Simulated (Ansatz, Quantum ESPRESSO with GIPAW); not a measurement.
**1H and 17O NMR of Cd(OH)2, calculated**

The task is to compute NMR shifts of Cd(OH)2 site by site and to simulate its spectra.

Calculated with Quantum ESPRESSO with GIPAW 8.0dev (patched build); DFT, PBEsol, plane-wave PAW (pslibrary 1.0.0 recipes), scalar-relativistic, GIPAW; a patched development version of the program.

Report form: the programs' logs are mostly left out.

## Step 1: The starting structure

Symmetry: C2/m, No. 12, monoclinic system. Conventional cell: a = 6.238 Å, b = 3.538 Å, c = 4.805 Å, α = 90.00°, β = 95.12°, γ = 90.00°. Nearest to Cd lie 6 O at 2.31 to 2.35 Å. Nearest to O lie 1 H at 0.98 Å and 3 Cd at 2.31 to 2.35 Å. Nearest to H lie 1 O at 0.98 Å. Farther neighbours and most contacts between anions are not listed. That group holds within 0.01 Å; judged at 0.001 Å it is C2 (No. 5).

Structure file:

```cif
data_structure
_symmetry_space_group_name_H-M 'C2/m'
_symmetry_Int_Tables_number 12
_cell_length_a 6.2376
_cell_length_b 3.5384
_cell_length_c 4.8052
_cell_angle_alpha 90.000
_cell_angle_beta 95.117
_cell_angle_gamma 90.000
_cell_volume 105.63
loop_
_atom_site_label
_atom_site_type_symbol
_atom_site_symmetry_multiplicity
_atom_site_Wyckoff_symbol
_atom_site_fract_x
_atom_site_fract_y
_atom_site_fract_z
_atom_site_occupancy
Cd1 Cd 2 a 0.00000 0.00000 0.00000 1
O1 O 4 i 0.68080 0.00000 0.22520 1
H1 H 4 i 0.68527 0.00000 0.42903 1
```

The cell is a computed entry of the Materials Project; it need not be the form that is stable at ambient conditions.

This structure had its atoms relaxed beforehand (DFT, PBEsol, plane-wave PAW, default files (PAW set soft_2), scalar-relativistic, Ansatz), starting from the database entry, since shieldings follow bond lengths closely.

## Step 2: Self-consistent run

GIPAW is a response on top of the ground state, so the wavefunctions come first. Their errors pass straight into the induced current, hence the tight threshold. No empty states are asked for: the response is solved without them. The mesh has a spacing of 0.35 Å⁻¹ at most. The PAW files were made with ld1.x from the pslibrary 1.0.0 recipes, with GIPAW reconstruction switched on.

scf.in

```
&control
  calculation = 'scf'
  prefix = 'x'
  outdir = './tmp/'
  pseudo_dir = './'
/
&system
  ibrav = 0
  nat = 5
  ntyp = 3
  ecutwfc = 55
  ecutrho = 640
  nbnd = 13
/
&electrons
  conv_thr = 1.0d-10
  mixing_beta = 0.7
  electron_maxstep = 100
/
ATOMIC_SPECIES
  Cd 112.414 Cd.pbesol-n-kjpaw_psl.1.0.0-gipaw.UPF
  O 15.999 O.pbesol-n-kjpaw_psl.1.0.0-gipaw.UPF
  H 1.008 H.pbesol-kjpaw_psl.1.0.0-gipaw.UPF
CELL_PARAMETERS angstrom
  3.11881900 -1.76919100 0.00000000
  3.11881900 1.76919100 0.00000000
  -0.42858600 0.00000000 4.78607400
ATOMIC_POSITIONS crystal
  Cd 0.06370880 0.93629120 0.00000000
  O 0.74445024 0.61715589 0.22519987
  O 0.38284411 0.25554976 0.77480013
  H 0.74783919 0.62270233 0.42902511
  H 0.37729767 0.25216081 0.57097489
K_POINTS automatic
  6 6 4 0 0 0
```

Run with:

```bash
mpirun -np 4 pw.x -nk 4 -in scf.in > scf.out
```

The job ended after 31 s (4 MPI ranks of Arm Neoverse V2, shared host; peak memory 0.72 GiB).

It converged in 29 cycles to an estimated accuracy of 1e-11 Ry, on 47 irreducible k-points.

## Step 3: Magnetic response

A uniform field breaks periodicity, so gipaw.x applies it as a wave of small q and takes the limit. It solves for the first-order states, builds the induced current and gets the field at each nucleus by Biot–Savart; the PAW spheres add what the smooth waves miss near the nuclei. pawproj makes the reconstruction use the PAW data sets' own projectors.

nmr.in

```
&inputgipaw
  job = 'nmr'
  prefix = 'x'
  tmp_dir = './tmp/'
  restart_mode = 'from_scratch'
  verbosity = 'low'
  q_gipaw = 0.01
  spline_ps = .true.
  conv_threshold = 1.0d-14
  use_nmr_macroscopic_shape = .false.
  pawproj(1) = .true.
  pawproj(2) = .true.
  pawproj(3) = .true.
/
```

Run with:

```bash
mpirun -np 4 gipaw.x -in nmr.in > nmr.out
```

Wall time 2.9 min (4 MPI ranks); peak memory 0.5 GiB; 12 min of CPU time.

The f-sum rule is met to 0.018 of 22.5 (0.08 %). Converged shieldings require that this miss be small, but a small miss does not prove them. This build smooths some augmentation functions of the files as it reads them, which, it says, moves results; by how much was not measured here.

From the symmetric part of each tensor, with principal values σ11 ≤ σ22 ≤ σ33: σ_iso is their mean, the span is σ33 − σ11 and the skew 3(σ_iso − σ22)/span. (gipaw.x prints an anisotropy in another convention.)

```tsv
site	atom no.	atoms in cell	σ_iso (ppm)	span (ppm)	skew
Cd	1	1	3592	196	-0.61
O	2	2	243.5	20.5	0.21
H	4	2	18.33	21.84	0.85
```

The macroscopic shape term is switched off. For a spherical sample the valence susceptibility of this run would add about 11 ppm to every site, a rough estimate, since the susceptibility converges slowly and lacks part of the PAW terms. Differences within the crystal don't depend on it, but shieldings of different compounds can't be compared to better than a few ppm without it.

In this run the largest span among the lighter atoms is that of H (site symmetry 1), with principal values 10.51, 12.13 and 32.35 ppm. On O the most shielded direction lies 4° off its short bond to H. On H the most shielded direction lies along its short bond to O.

## Step 4: Field gradients

2H and 17O have a quadrupole moment, which couples to the field gradient and broadens the lines. The gradient is a property of the ground-state density and needs no response; it is taken from a second code that counts the whole PAW charge. C_Q = eQV_zz/h, with Q = 0.00285783 barn for 2H, -0.02558 barn for 17O.

This step: DFT, PBEsol, plane-wave PAW, default files (PAW set soft_2), scalar-relativistic, field gradients (Ansatz 0.2.0), on the same atoms.

input.yaml

```yaml
crystal:
  lattice:
    - [3.118819, -1.769191, 0.0]
    - [3.118819, 1.769191, 0.0]
    - [-0.428586, 0.0, 4.786074]
  atoms:
    - { symbol: Cd, position: [0.0637087957, 0.9362912043, 0.0] }
    - { symbol: O, position: [0.7444502401, 0.6171558918, 0.2251998661] }
    - { symbol: O, position: [0.3828441082, 0.2555497599, 0.7748001339] }
    - { symbol: H, position: [0.7478391878, 0.6227023318, 0.4290251147] }
    - { symbol: H, position: [0.3772976682, 0.2521608122, 0.5709748853] }
kpoints:
  mp_grid: { grid: [6, 6, 4] }
scf:
  occupations: { method: fixed }
hamiltonian:
  xc: pbesol
output:
  forces: false
  stress: false
  efg: { quadrupole_moments_barn: { O: -0.02558, H: 0.00285783 } }
```

Run with:

```bash
ansatz run input.yaml --threads 4 --pin off --max-ram 8192MiB --backend cpu --events-out ev --progress --plain --runs-dir out
```

Wall time 1.2 s (4 threads); peak memory 0.38 GiB.

gipaw.x (job efg) gives them too, in 1.6 s; on PAW files it lacks the augmentation charge of neighbouring atoms. V_zz in 10²¹ V/m²:

```tsv
site	Ansatz	gipaw.x	η_Q, first	η_Q, second
Cd	6.270	4.745	0.28	0.32
O	10.703	10.228	0.06	0.06
H	4.125	5.527	0.01	0.01
```

Among gradients over 0.05 the ratio is farthest from one on H, by 34 %; the first column is used below.

Among nuclei of half-integer spin the second-order effect is largest for 17O on O (spin 5/2, C_Q -6.62 MHz): at 9.4 T it moves the centre of gravity of the MAS line by -89 ppm from δ_iso, and by a quarter of that at twice the field, by δ_Q = −(3/40)(C_Q/ν0)²(1 + η²/3)[I(I+1) − 3/4]/[I²(2I−1)²] × 10⁶ ppm with ν0 = 54.3 MHz.

## Step 5: Sites, surroundings and shifts

A shielding is counted from the bare nucleus and a shift from a reference compound, with the opposite sign. A fitted line does better than one reference, as its slope takes up part of the functional's error. For ¹H and ⁷Li, with little paramagnetic shielding, slope and scatter come mostly from geometry, vibration and the shape term.

To turn shieldings into shifts, lines fitted to measured solids are used. 1H: δ = (29.71 − σ) / 1.204, zero at TMS, fitted to 11 measured values, from Ca(BH4)2, Ca(OH)2, CsH2PO4, LiBH4, LiH, MgH2, NaH, NaOH and NH4H2PO4, with a scatter of 0.61 ppm r.m.s., with σ taken with the shape term of a sphere (11.2 ppm here). Kinds of site that fitted badly were split off after the misses were seen, so the scatter is that of the points kept.

Covalently bonded atoms count as neighbours within 1.18 times the sum of their radii. Otherwise a cation's neighbours lie within 1.2 times its shortest bond (1.3 for large cations, each anion's radius taken off where they differ), and an anion's are the cations that count it.

```tsv
site	atom no.	atoms in cell	surroundings	bonds (Å)	δ_iso (ppm)	C_Q (MHz)	η_Q
Cd	1	1	CdO6	2.31 to 2.35	-	-	-
O	2	2	hydroxyl; 4 neighbours	0.98 to 2.35	-	-6.62	0.06
H	4	2	bound to O	0.977	0.19	0.285	0.01
```

Simulated spectrum, 1H MAS at 40 kHz, 14.1 T (600.3 MHz), lines broadened by 0.5 ppm; rigid lattice, with dipolar and J couplings left out: a single narrow line at 0.19 ppm.

Simulated spectrum: 17O static powder, 11.7 T (67.6 MHz), central transition to second order, lines broadened by 6.4 ppm; the axis counts ppm from the isotropic position of O, as −Δσ; rigid lattice, with dipolar and J couplings and satellite transitions left out.

offset (ppm), intensity and a bar:
```
      152       0.00 
      140       0.00 
      127       0.01 
      115       0.55 #################
      111       1.00 ##############################
      104       0.58 #################
       91       0.39 ############
       79       0.31 #########
       68       0.27 ########
       56       0.25 #######
       43       0.23 #######
       32       0.22 ######
       20       0.21 ######
        7       0.20 ######
       -5       0.20 ######
      -16       0.25 ########
      -29       0.26 ########
      -41       0.26 ########
      -52       0.26 ########
      -64       0.26 ########
      -77       0.27 ########
      -88       0.28 ########
     -100       0.29 #########
     -113       0.30 #########
     -125       0.32 ##########
     -136       0.35 ##########
     -149       0.38 ############
     -161       0.44 #############
     -172       0.54 ################
     -184       0.89 ###########################
     -187       0.96 #############################
     -197       0.66 ####################
     -208       0.09 ###
     -220       0.01 
     -233       0.00 
     -244       0.00
```

Most prominent maxima (ppm: height): 111: 1.00, -187: 0.96.

## Step 6: Outcome

```json
{
  "1H shift": "0.19 ppm",
  "2H size of C_Q": "0.285 MHz",
  "17O shielding without shape term": "243.5 ppm",
  "17O size of C_Q": "6.62 MHz",
  "113Cd shielding without shape term": "3592 ppm"
}
```

1H has one site (bound to O), with isotropic shift 0.19 ppm. No sound run at another cutoff or mesh is at hand, so convergence rests on the f-sum rule and on experience with these files. The scalar-relativistic files are used with non-relativistic response operators, which weighs most on the heavy atoms' own shieldings. Hydrogen's values are less sure: spans of ¹H carry errors of some ppm on PAW files, the bulk susceptibility matters on its narrow scale, and it is treated as a fixed classical nucleus at 0 K. In PBE checks against another PAW code, field gradients made this way came out 2 to 6 % larger on O (three silicas and corundum) and 10 % smaller on Al (corundum alone). This build of gipaw.x prints that it is not audited and that its numbers are no references by themselves. It also reports spline_ps as false although the input sets it; why was not traced. Without spin-orbit coupling, gradients at and beside the heavy atoms are unsure. pw.x warned of eigenvalues not converged in some cycles of 1 ground-state run, which then met the threshold.

[Logs are printed without paths, hosts, clocks, repeated set-up lines and the standing remarks that a program may print on its own settings, such as how far it seeks lower states.]

[Hosts, paths, dates, database ids (printed as entryN), source tags and the programs' standing remarks are cut or masked in the printed files.]

[Where no reference line passes its bar on scatter, no shift is given, so a measured shift of this compound may stand uncompared.]
